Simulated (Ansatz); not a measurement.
# Tl2InF5, from a guessed structure to a relaxed one

This structure for Tl2InF5 is made up. Its elements were placed in a known structure type with a cell scaled to their sizes. What cell does the guess relax to, and how far off was it?

Method: DFT, PBE, plane-wave PAW, files of the set soft_1, scalar-relativistic, no spin, cell and ions relaxed at zero pressure; PAW set soft_1, in the first sound run; inputs show where later runs differ, in Ansatz 0.2.0.

## (1) The starting structure

The structure is tetragonal, space group P4/mmm (No. 123). Conventional cell: a = 5.991 Å, b = 5.991 Å, c = 3.971 Å, α = 90.00°, β = 90.00°, γ = 90.00°. Nearest to Tl lie 10 F at 2.92 to 3.00 Å. Nearest to In lie 6 F at 1.81 to 1.99 Å. Nearest to F lie 1 In at 1.81 Å. Nearest to F lie 2 In at 1.99 Å. Farther neighbours and most contacts between anions are not listed.

## (2) Relaxing cell and atoms

The guess takes its coordinates from another compound and its volume from a rule, so the cell and any free coordinates are relaxed together.

input.yaml

```yaml
crystal:
  lattice:
    - [5.991, 0.0, 0.0]
    - [0.0, 5.991, 0.0]
    - [0.0, 0.0, 3.971]
  atoms:
    - { symbol: Tl, position: [0.5, 0.0, 0.5] }
    - { symbol: Tl, position: [0.0, 0.5, 0.5] }
    - { symbol: In, position: [0.0, 0.0, 0.0] }
    - { symbol: F, position: [0.2135, 0.2135, 0.0] }
    - { symbol: F, position: [0.0, 0.0, 0.5] }
    - { symbol: F, position: [0.7865, 0.2135, 0.0] }
    - { symbol: F, position: [0.2135, 0.7865, 0.0] }
    - { symbol: F, position: [0.7865, 0.7865, 0.0] }
kpoints:
  mp_grid: { grid: [5, 5, 7] }
scf:
  occupations: { method: fermi_dirac, width: 0.05 }
hamiltonian:
  xc: pbe
  pseudopotentials: { kind: paw, azcp: { folder: soft_1 } }
relax:
  f_tol: 0.015
  max_steps: 70
  cell: {}
output:
  forces: true
  stress: true
```

Command:

```bash
$ ansatz run input.yaml --threads 4 --pin off --max-ram 10240MiB --backend cpu --events-out ev --progress --plain --runs-dir out
```

Numbers of over 12 decimals in the logs are rounded to 6 here.

The log of the run:

```text
Engine: ansatz 0.2.0, x86_64-unknown-linux-gnu
Pseudopotentials: kind: paw
Pseudopotential: Tl, paw, valence charge 13, recommended cutoff 420 eV (normal), soft_1/Tl.paw.azcp
Pseudopotential: In, paw, valence charge 13, recommended cutoff 420 eV (normal), soft_1/In.paw.azcp
Pseudopotential: F, paw, valence charge 7, recommended cutoff 420 eV (normal), soft_1/F.paw.azcp
Functional definition: PBE
  parameter kappa = 0.804
  parameter beta = 0.066725
  exchange = pbe_x(kappa = kappa, mu = beta*pi^2/3)
  correlation = pbe_c(beta = beta)
Crystal: 8 atoms, lattice volume = 142.527 Å³
Basis set: ecut = 420 eV, 2769 PW (Γ), exchange–correlation on 90×90×54 points (8 copies of the dense FFT grid, shifted against one another)
Bands: 45, of which v1, the nominal top of the filled ones, is band 37 counted from 1 (36 counted from 0)
Symmetry: 16 space group operations
Space group: P4/mmm (ITA 123), of the structure as read, at distance tolerance 5.2e-5 Å
k-points: 24 of 175
Non-local potential: Tl, projectors of the file, l = 0: 2, l = 1: 2, l = 2: 2, l = 3: 1
Non-local potential: In, projectors of the file, l = 0: 2, l = 1: 2, l = 2: 2, l = 3: 1
Non-local potential: F, projectors of the file, l = 0: 2, l = 1: 2, l = 2: 1
PAW form: soft (Blöchl's): semilocal exchange-correlation on the pseudo side does not see the compensation charge
PAW one-centre angular grid: Tl, 590 points (default); XC on 64 Gauss nodes
PAW one-centre angular grid: In, 590 points (default); XC on 64 Gauss nodes
PAW one-centre angular grid: F, 110 points (default); XC on 64 Gauss nodes
Initial density: superposition of atomic densities (chi_scale 0.1, normalization cell, long waves kept (reshape's long-wave potential 0.27 eV rms))
Initial wavefunctions: pseudopotential atomic-orbital guess
Functional: x = pbe(κ = 0.804, μ = 0.219515), c = pbe(β = 0.066725)
SCF iter   1: F=—  HF=-32539.704036 eV  |F-HF|=—  |Δ(HF+E_count)|=         —  Δρ=1.34e-1  dr2=2.51e1  ethr=3.10e-3  ⟨swp⟩=7.3  Hψ=4597  notcnv=0  defer=2
preconditioner: auto → Resta (q_TF=auto, 2.446 Å⁻¹)  ε∞=4.1  [insulator: Δε(μ)=1.813 eV  Ē_g=15.297 eV  σ=0.050 eV  W_gap=1.00  n_scr=38 (ndim 8)  ℏωp=26.8 eV  f_vac=0.141  D(μ)=0.00/eV (n_scr^D=0)  ε∞_Penn≈4.1]
SCF iter   2: F=—  HF=-32532.648063 eV  |F-HF|=—  |Δ(HF+E_count)|=    7.06e0  Δρ=4.82e-2  dr2=2.73e0  ethr=3.10e-3  ⟨swp⟩=3.7  Hψ=2637  notcnv=0  defer=43
SCF iter   3: F=—  HF=-32531.914407 eV  |F-HF|=—  |Δ(HF+E_count)|=   7.34e-1  Δρ=1.70e-2  dr2=7.07e-1  ethr=3.10e-3  ⟨swp⟩=2.8  Hψ=2195  notcnv=0  defer=43
SCF iter   4: F=—  HF=-32531.725509 eV  |F-HF|=—  |Δ(HF+E_count)|=   1.89e-1  Δρ=9.66e-3  dr2=2.23e-1  ethr=9.55e-4  ⟨swp⟩=2.0  Hψ=1400  notcnv=0  defer=45
SCF iter   5: F=—  HF=-32531.648553 eV  |F-HF|=—  |Δ(HF+E_count)|=   7.70e-2  Δρ=3.83e-3  dr2=2.49e-2  ethr=3.02e-4  ⟨swp⟩=3.0  Hψ=1911  notcnv=0  defer=45
SCF iter   6: F=—  HF=-32531.642221 eV  |F-HF|=—  |Δ(HF+E_count)|=   6.33e-3  Δρ=8.59e-4  dr2=1.97e-3  ethr=3.37e-5  ⟨swp⟩=2.0  Hψ=2253  notcnv=0  defer=48
SCF iter   7: F=—  HF=-32531.643182 eV  |F-HF|=—  |Δ(HF+E_count)|=   9.60e-4  Δρ=3.17e-4  dr2=1.71e-4  ethr=2.66e-6  ⟨swp⟩=2.0  Hψ=1518  notcnv=0  defer=48
SCF iter   8: F=—  HF=-32531.643284 eV  |F-HF|=—  |Δ(HF+E_count)|=   1.03e-4  Δρ=6.97e-5  dr2=1.93e-5  ethr=2.31e-7  ⟨swp⟩=2.0  Hψ=1837  notcnv=0  defer=48
SCF iter   9: F=—  HF=-32531.642890 eV  |F-HF|=—  |Δ(HF+E_count)|=   3.94e-4  Δρ=3.46e-5  dr2=1.73e-6  ethr=2.60e-8  ⟨swp⟩=2.0  Hψ=1945  notcnv=0  defer=48
SCF iter  10: F=-32531.642890 eV  HF=-32531.642890 eV  |F-HF|=1.34e-8  |Δ(HF+E_count)|=   1.10e-7  Δρ=6.76e-6  dr2=6.90e-8  ethr=1.35e-10  ⟨swp⟩=3.1  Hψ=4751  notcnv=0
SCF 1 converged in 10 iterations: F = -32531.642890 eV  dr2 = 6.90e-8
  greatest PAW one-centre occupation: 0.998 electrons in one spin orbital (limit 2), on the In atom at site 2 (counted from 0), in its partial waves of l = 2
relax step   1: F+E_penalty+E_count = -32531.64289019 eV  Δ(F+E_penalty+E_count) = +0.000e0 eV  max|allowed force component| = 5.385e0 eV/Å  Δτ_max = 0.0000 Å  P = +28.896 GPa  Ω = 142.527 Å³  (10 SCF iters, dr2 threshold 1.00e-7 eV, accepted)
Crystal: 8 atoms, lattice volume = 159.384 Å³
Basis set: ecut = 420 eV, 3113 PW (Γ), exchange–correlation on 90×90×54 points (8 copies of the dense FFT grid, shifted against one another)
Initial density: handed on by an earlier stage of this run
Initial wavefunctions: those handed on with the density
iter 1 solved again at ethr=3.21e-4 eV; its pass at ethr=3.10e-3 eV (dr2=2.37e-1 eV) is discarded
SCF iter   1: F=—  HF=-32535.210690 eV  |F-HF|=—  |Δ(HF+E_count)|=         —  Δρ=1.67e-2  dr2=2.33e-1  ethr=3.21e-4  ⟨swp⟩=1.2  Hψ=5675  notcnv=0
preconditioner: auto → Resta (q_TF=auto, 2.401 Å⁻¹)  ε∞=4.0  [insulator: Δε(μ)=4.091 eV  Ē_g=14.681 eV  σ=0.050 eV  W_gap=1.00  n_scr=38 (ndim 8)  ℏωp=25.3 eV  f_vac=0.187  D(μ)=0.00/eV (n_scr^D=0)  ε∞_Penn≈4.0]
SCF iter   2: F=—  HF=-32535.136344 eV  |F-HF|=—  |Δ(HF+E_count)|=   7.43e-2  Δρ=7.09e-3  dr2=5.31e-2  ethr=3.15e-4  ⟨swp⟩=2.0  Hψ=2040  notcnv=0
SCF iter   3: F=—  HF=-32535.122110 eV  |F-HF|=—  |Δ(HF+E_count)|=   1.42e-2  Δρ=3.14e-3  dr2=1.04e-2  ethr=7.18e-5  ⟨swp⟩=2.0  Hψ=2068  notcnv=0  defer=4
SCF iter   4: F=—  HF=-32535.119700 eV  |F-HF|=—  |Δ(HF+E_count)|=   2.41e-3  Δρ=8.16e-4  dr2=1.23e-3  ethr=1.41e-5  ⟨swp⟩=2.0  Hψ=1681  notcnv=0  defer=22
SCF iter   5: F=—  HF=-32535.119580 eV  |F-HF|=—  |Δ(HF+E_count)|=   1.20e-4  Δρ=3.44e-4  dr2=1.16e-4  ethr=1.66e-6  ⟨swp⟩=2.0  Hψ=1940  notcnv=0  defer=22
SCF iter   6: F=—  HF=-32535.119403 eV  |F-HF|=—  |Δ(HF+E_count)|=   1.77e-4  Δρ=2.16e-4  dr2=4.49e-5  ethr=1.56e-7  ⟨swp⟩=2.0  Hψ=1940  notcnv=0  defer=22
SCF iter   7: F=—  HF=-32535.119396 eV  |F-HF|=—  |Δ(HF+E_count)|=   7.56e-6  Δρ=3.28e-5  dr2=1.50e-6  ethr=6.07e-8  ⟨swp⟩=2.0  Hψ=1831  notcnv=0  defer=22
SCF iter   8: F=-32535.119397 eV  HF=-32535.119397 eV  |F-HF|=6.46e-8  |Δ(HF+E_count)|=   9.10e-7  Δρ=6.01e-6  dr2=1.13e-7  ethr=1.08e-9  ⟨swp⟩=4.0  Hψ=3452  notcnv=0
SCF 2 converged in 8 iterations: F = -32535.119397 eV  dr2 = 1.13e-7
  greatest PAW one-centre occupation: 0.994 electrons in one spin orbital (limit 2), on the In atom at site 2 (counted from 0), in its partial waves of l = 2
relax step   2: F+E_penalty+E_count = -32535.11939684 eV  Δ(F+E_penalty+E_count) = -3.477e0 eV  max|allowed force component| = 1.266e0 eV/Å  Δτ_max = 0.1051 Å  P = +6.735 GPa  Ω = 159.384 Å³  energy of the carried Pulay correction = -2.285e-2 eV  (8 SCF iters, dr2 threshold 8.00e-7 eV, accepted)
Crystal: 8 atoms, lattice volume = 168.753 Å³
[...]
greatest PAW one-centre occupation: 0.993 electrons in one spin orbital (limit 2), on the In atom at site 2 (counted from 0), in its partial waves of l = 2
relax step   3: F+E_penalty+E_count = -32535.42047362 eV  Δ(F+E_penalty+E_count) = -3.011e-1 eV  max|allowed force component| = 4.928e-1 eV/Å  Δτ_max = 0.0112 Å  P = +1.649 GPa  Ω = 168.753 Å³  energy of the carried Pulay correction = -3.449e-2 eV  (7 SCF iters, dr2 threshold 8.00e-7 eV, accepted)
[... from here on, the SCF cycles and remarks between the steps are left out ...]
relax step   4: F+E_penalty+E_count = -32535.47928379 eV  Δ(F+E_penalty+E_count) = -5.881e-2 eV  max|allowed force component| = 4.602e-2 eV/Å  Δτ_max = 0.0516 Å  P = +0.346 GPa  Ω = 166.486 Å³  energy of the carried Pulay correction = -3.174e-2 eV  (7 SCF iters, dr2 threshold 8.00e-7 eV, accepted)
relax step   5: F+E_penalty+E_count = -32535.47992566 eV  Δ(F+E_penalty+E_count) = -6.419e-4 eV  max|allowed force component| = 5.467e-3 eV/Å  Δτ_max = 0.0060 Å  P = -0.078 GPa  Ω = 168.174 Å³  energy of the carried Pulay correction = -3.379e-2 eV  (6 SCF iters, dr2 threshold 8.00e-7 eV, accepted)
relax step   6: F+E_penalty+E_count = -32535.48030794 eV  Δ(F+E_penalty+E_count) = -3.823e-4 eV  max|allowed force component| = 7.173e-4 eV/Å  Δτ_max = 0.0000 Å  P = -0.046 GPa  Ω = 168.083 Å³  energy of the carried Pulay correction = -3.368e-2 eV  (4 SCF iters, dr2 threshold 1.75e-7 eV, accepted)
relax step   7: F+E_penalty+E_count = -32535.48051677 eV  Δ(F+E_penalty+E_count) = -2.088e-4 eV  max|allowed force component| = 4.968e-4 eV/Å  Δτ_max = 0.0000 Å  P = +0.001 GPa  Ω = 167.961 Å³  energy of the carried Pulay correction = -3.353e-2 eV  (5 SCF iters, dr2 threshold 3.55e-8 eV, accepted)
relax step   8: F+E_penalty+E_count = -32535.58749802 eV  Δ(F+E_penalty+E_count) = -1.070e-1 eV  max|allowed force component| = 3.243e-3 eV/Å  Δτ_max = 0.0000 Å  P = +1.099 GPa  Ω = 167.961 Å³  stress off target by 1.19e0 GPa  SCF on the basis re-selected at this cell (its energy is not comparable with the rows above)  (9 SCF iters)
relax step   9: F+E_penalty+E_count = -32535.60330795 eV  Δ(F+E_penalty+E_count) = -1.581e-2 eV  max|allowed force component| = 1.987e-3 eV/Å  Δτ_max = 0.0222 Å  P = +0.394 GPa  Ω = 173.047 Å³  energy of the carried Pulay correction = -7.420e-3 eV  (7 SCF iters, dr2 threshold 8.00e-7 eV, accepted)
relax step  10: F+E_penalty+E_count = -32535.60170311 eV  Δ(F+E_penalty+E_count) = +1.605e-3 eV  max|allowed force component| = 2.606e-3 eV/Å  Δτ_max = 0.0172 Å  P = +0.031 GPa  Ω = 176.596 Å³  energy of the carried Pulay correction = -1.398e-2 eV  (7 SCF iters, dr2 threshold 4.43e-7 eV, accepted)
relax step  11: F+E_penalty+E_count = -32535.61724461 eV  Δ(F+E_penalty+E_count) = -1.554e-2 eV  max|allowed force component| = 3.294e-3 eV/Å  Δτ_max = 0.0000 Å  P = +0.080 GPa  Ω = 176.596 Å³  stress off target by 1.18e-1 GPa  SCF on the basis re-selected at this cell (its energy is not comparable with the rows above)  (8 SCF iters)
relax step  12: F+E_penalty+E_count = -32535.61653356 eV  Δ(F+E_penalty+E_count) = +7.110e-4 eV  max|allowed force component| = 2.199e-4 eV/Å  Δτ_max = 0.0042 Å  P = +0.003 GPa  Ω = 177.444 Å³  energy of the carried Pulay correction = -1.041e-3 eV  (7 SCF iters, dr2 threshold 3.51e-8 eV, accepted)
iter 1 solved again at ethr=7.02e-8 eV; its pass at ethr=3.10e-3 eV (dr2=5.20e-5 eV) is discarded
SCF iter   1: F=—  HF=-32535.617886 eV  |F-HF|=—  |Δ(HF+E_count)|=         —  Δρ=3.55e-5  dr2=3.76e-7  ethr=7.02e-8  ⟨swp⟩=3.4  Hψ=7196  notcnv=0
preconditioner: auto → Resta (q_TF=auto, 2.358 Å⁻¹)  ε∞=3.8  [insulator: Δε(μ)=4.039 eV  Ē_g=14.258 eV  σ=0.050 eV  W_gap=1.00  n_scr=38 (ndim 8)  ℏωp=24.0 eV  f_vac=0.203  D(μ)=0.00/eV (n_scr^D=0)  ε∞_Penn≈3.8]
SCF iter   2: F=—  HF=-32535.617656 eV  |F-HF|=—  |Δ(HF+E_count)|=   2.29e-4  Δρ=1.73e-5  dr2=1.88e-7  ethr=5.08e-10  ⟨swp⟩=2.9  Hψ=2049  notcnv=0
SCF iter   3: F=—  HF=-32535.617658 eV  |F-HF|=—  |Δ(HF+E_count)|=   1.29e-6  Δρ=8.94e-6  dr2=2.43e-8  ethr=2.54e-10  ⟨swp⟩=2.0  Hψ=1794  notcnv=0
SCF iter   4: F=—  HF=-32535.617658 eV  |F-HF|=—  |Δ(HF+E_count)|=   6.38e-7  Δρ=2.39e-6  dr2=3.67e-9  ethr=3.28e-11  ⟨swp⟩=2.0  Hψ=1601  notcnv=0
SCF iter   5: F=—  HF=-32535.617658 eV  |F-HF|=—  |Δ(HF+E_count)|=   1.52e-8  Δρ=8.02e-7  dr2=9.14e-10  ethr=4.97e-12  ⟨swp⟩=2.0  Hψ=1944  notcnv=0
SCF iter   6: F=—  HF=-32535.617658 eV  |F-HF|=—  |Δ(HF+E_count)|=  2.98e-10  Δρ=2.14e-7  dr2=1.66e-10  ethr=1.24e-12  ⟨swp⟩=2.0  Hψ=1808  notcnv=0
SCF iter   7: F=-32535.617658 eV  HF=-32535.617658 eV  |F-HF|=7.28e-12  |Δ(HF+E_count)|=  1.93e-10  Δρ=1.10e-7  dr2=2.02e-11  ethr=1.00e-12  ⟨swp⟩=4.0  Hψ=3360  notcnv=0
SCF 13 converged in 7 iterations: F = -32535.617658 eV  dr2 = 2.02e-11
relax step  13: F+E_penalty+E_count = -32535.61765818 eV  Δ(F+E_penalty+E_count) = -1.125e-3 eV  max|allowed force component| = 2.805e-4 eV/Å  Δτ_max = 0.0000 Å  P = +0.006 GPa  Ω = 177.444 Å³  stress off target by 1.80e-2 GPa  SCF on the basis re-selected at this cell (its energy is not comparable with the rows above)  (7 SCF iters)
basis re-selected at this cell: Δ(F+E_penalty+E_count) = -1.125e-3 eV, ΔP = +0.004 GPa vs the last step (what re-selecting the basis moved, of the pressure what is left beyond the Pulay correction that the steps carried, after the strain that the cell walked since its last selection, with what the two solves' SCF thresholds leave and, on support functions, any second-order correction that the steps lacked; it is no m [...]
SCF converged after 7 iterations
Free energy (F): -32535.617658 eV
Harris-Foulkes:  -32535.617658 eV  (|F-HF|=7.28e-12)
Internal energy: -32535.617658 eV  (E = F + TS)
E sigma→0 (E₀):  -32535.617658 eV
Fermi energy:    3.690682 eV
--- Per-component energies (eV) ---
  E_band       = -422.428087
  E_kinetic    = 1733.974654
  E_local      = -7876.063739  (includes V_loc(G=0)·N_el)
  E_nonlocal   = 1398.175306
  E_hartree    = 3135.381312
  E_xc         = -897.914728
  E_vxc        = -826.095122  (∫ρ·V_xc dr)
  E_paw        = -25605.766819  (= ΣΔE_a)
  E_vpaw       = -1123.185616  (= ΣTr[D̂ρ^β])
  E_aug_tail   = 0.003586  (compensation charges beyond the density's cutoff)
  E_ewald      = -4423.407229
  E_smearing   = -0.000000  (= −TS)
  E_closure    = -0.000000  (closes the sum)
  Σ components = -32535.617658   (vs F -32535.617658, Δ=0.00e0)
--- Forces (eV/Å), atoms counted from 1 ---
  atom   1  Tl     0.00000000    -0.00000000     0.00000000
  atom   2  Tl     0.00000000    -0.00000000     0.00000000
  atom   3  In    -0.00000000     0.00000000     0.00000000
  atom   4  F      0.00028053     0.00028053     0.00000000
  atom   5  F      0.00000000     0.00000000     0.00000000
  atom   6  F     -0.00028053     0.00028053    -0.00000000
  atom   7  F      0.00028053    -0.00028053     0.00000000
  atom   8  F     -0.00028053    -0.00028053    -0.00000000
  max |Σ_I F_I| component: 2.17e-19 eV/Å
--- Stress (GPa, compression-positive) ---
        0.018004       0.000000       0.000000
        0.000000       0.018004      -0.000000
        0.000000      -0.000000      -0.017330
  P = ⅓ Tr σ = 0.0062 GPa (0.062 kbar)
--- Relaxed structure (10 steps of the walk, 10 accepted, 3 SCFs on fresh bases) ---
  F+E_penalty+E_count = -32535.61765818 eV   max|allowed force component| = 2.805e-4 eV/Å   (the final SCF, on the basis selected at the relaxed cell)
  cell:  # Å, volume = 177.4440 Å³
    - [6.463644, 0, 0]
    - [0, 6.463644, 0]
    - [0, 0, 4.247236]
  atoms:
    - { symbol: Tl, position: [0.5, -3.6194363962126586e-19, 0.500000] }
    - { symbol: Tl, position: [-1.8097181981063134e-19, 0.5, 0.500000] }
    - { symbol: In, position: [-1.8097181981063435e-19, -3.6194363962126846e-19, 0] }
    - { symbol: F, position: [0.227483, 0.227483, 0] }
    - { symbol: F, position: [-1.8097181981063014e-19, -3.619436396212672e-19, 0.500000] }
    - { symbol: F, position: [0.772517, 0.227483, 0] }
    - { symbol: F, position: [0.227483, 0.772517, 0] }
    - { symbol: F, position: [0.772517, 0.772517, 0] }
```

Run time: 26 s. Hardware: 4 threads of Intel Xeon Platinum 8375C at 2.90GHz (Ice Lake), shared host; peak memory 0.81 GiB; 92 s of CPU time.

Step by step:

| step | energy less that of the first step (eV) | largest force component (eV/Å) | pressure (GPa) | volume (Å³) |
| --- | --- | --- | --- | --- |
| 1 | 0.0000 | 5.3854 | 28.90 | 142.53 |
| 2 | -3.4765 | 1.2662 | 6.73 | 159.38 |
| 3 | -3.7776 | 0.4928 | 1.65 | 168.75 |
| 4 | -3.8364 | 0.0460 | 0.35 | 166.49 |
| 5 | -3.8370 | 0.0055 | -0.08 | 168.17 |
| 6 | -3.8374 | 0.0007 | -0.05 | 168.08 |
| 7 | -3.8376 | 0.0005 | 0.00 | 167.96 |
| 8* | -3.9446 | 0.0032 | 1.10 | 167.96 |
| 9 | -3.9604 | 0.0020 | 0.39 | 173.05 |
| 10 | -3.9588 | 0.0026 | 0.03 | 176.60 |
| 11* | -3.9744 | 0.0033 | 0.08 | 176.60 |
| 12 | -3.9736 | 0.0002 | 0.00 | 177.44 |
| 13* | -3.9748 | 0.0003 | 0.01 | 177.44 |

Relaxation steps marked * repeat the geometry before them on a plane-wave basis chosen anew for their cell, so energy and pressure can jump there.

Forces are held to the 16 operations that the run works with; a distortion that breaks them can't arise in this run.

| conventional cell, symmetrised | before | after | change |
| --- | --- | --- | --- |
| a (Å) | 5.991 | 6.464 | +7.9 % |
| b (Å) | 5.991 | 6.464 | +7.9 % |
| c (Å) | 3.971 | 4.247 | +7.0 % |
| volume (Å³/atom) | 17.82 | 22.18 | +24.5 % |

The atoms that moved most (Å, as changes of fractional coordinates times the final cell):

| atom | dx | dy | dz | length |
| --- | --- | --- | --- | --- |
| F4 | 0.090 | 0.090 | 0.000 | 0.128 |
| F6 | -0.090 | 0.090 | 0.000 | 0.128 |
| F7 | 0.090 | -0.090 | 0.000 | 0.128 |
| F8 | -0.090 | -0.090 | 0.000 | 0.128 |

Numbers from this step:

```
free energy         : -32535.6177 eV
Fermi energy        : 3.691 eV
gap by band count   : 4.039 eV
electrons           : 74
symmetry operations : 16
pressure            : 0.006226 GPa
```

The shortest distance of each pair, which need not be the same contact before and after:

| pair | guess (Å) | relaxed (Å) |
| --- | --- | --- |
| F–In | 1.809 | 2.079 |
| F–F | 2.558 | 2.941 |
| F–Tl | 2.920 | 3.126 |
| In–Tl | 3.594 | 3.867 |
| Tl–Tl | 3.971 | 4.247 |

The relaxation ends with a largest force component of 2.8e-4 eV/Å and a pressure of 0.01 GPa.

(Part 1 of 2 ends here.)

[Logs are printed without paths, hosts, clocks, repeated set-up lines and the standing remarks that a program may print on its own settings, such as how far it seeks lower states.]

[Hosts, paths, dates, database ids (printed as entryN), source tags and the programs' standing remarks are cut or masked in the printed files.]
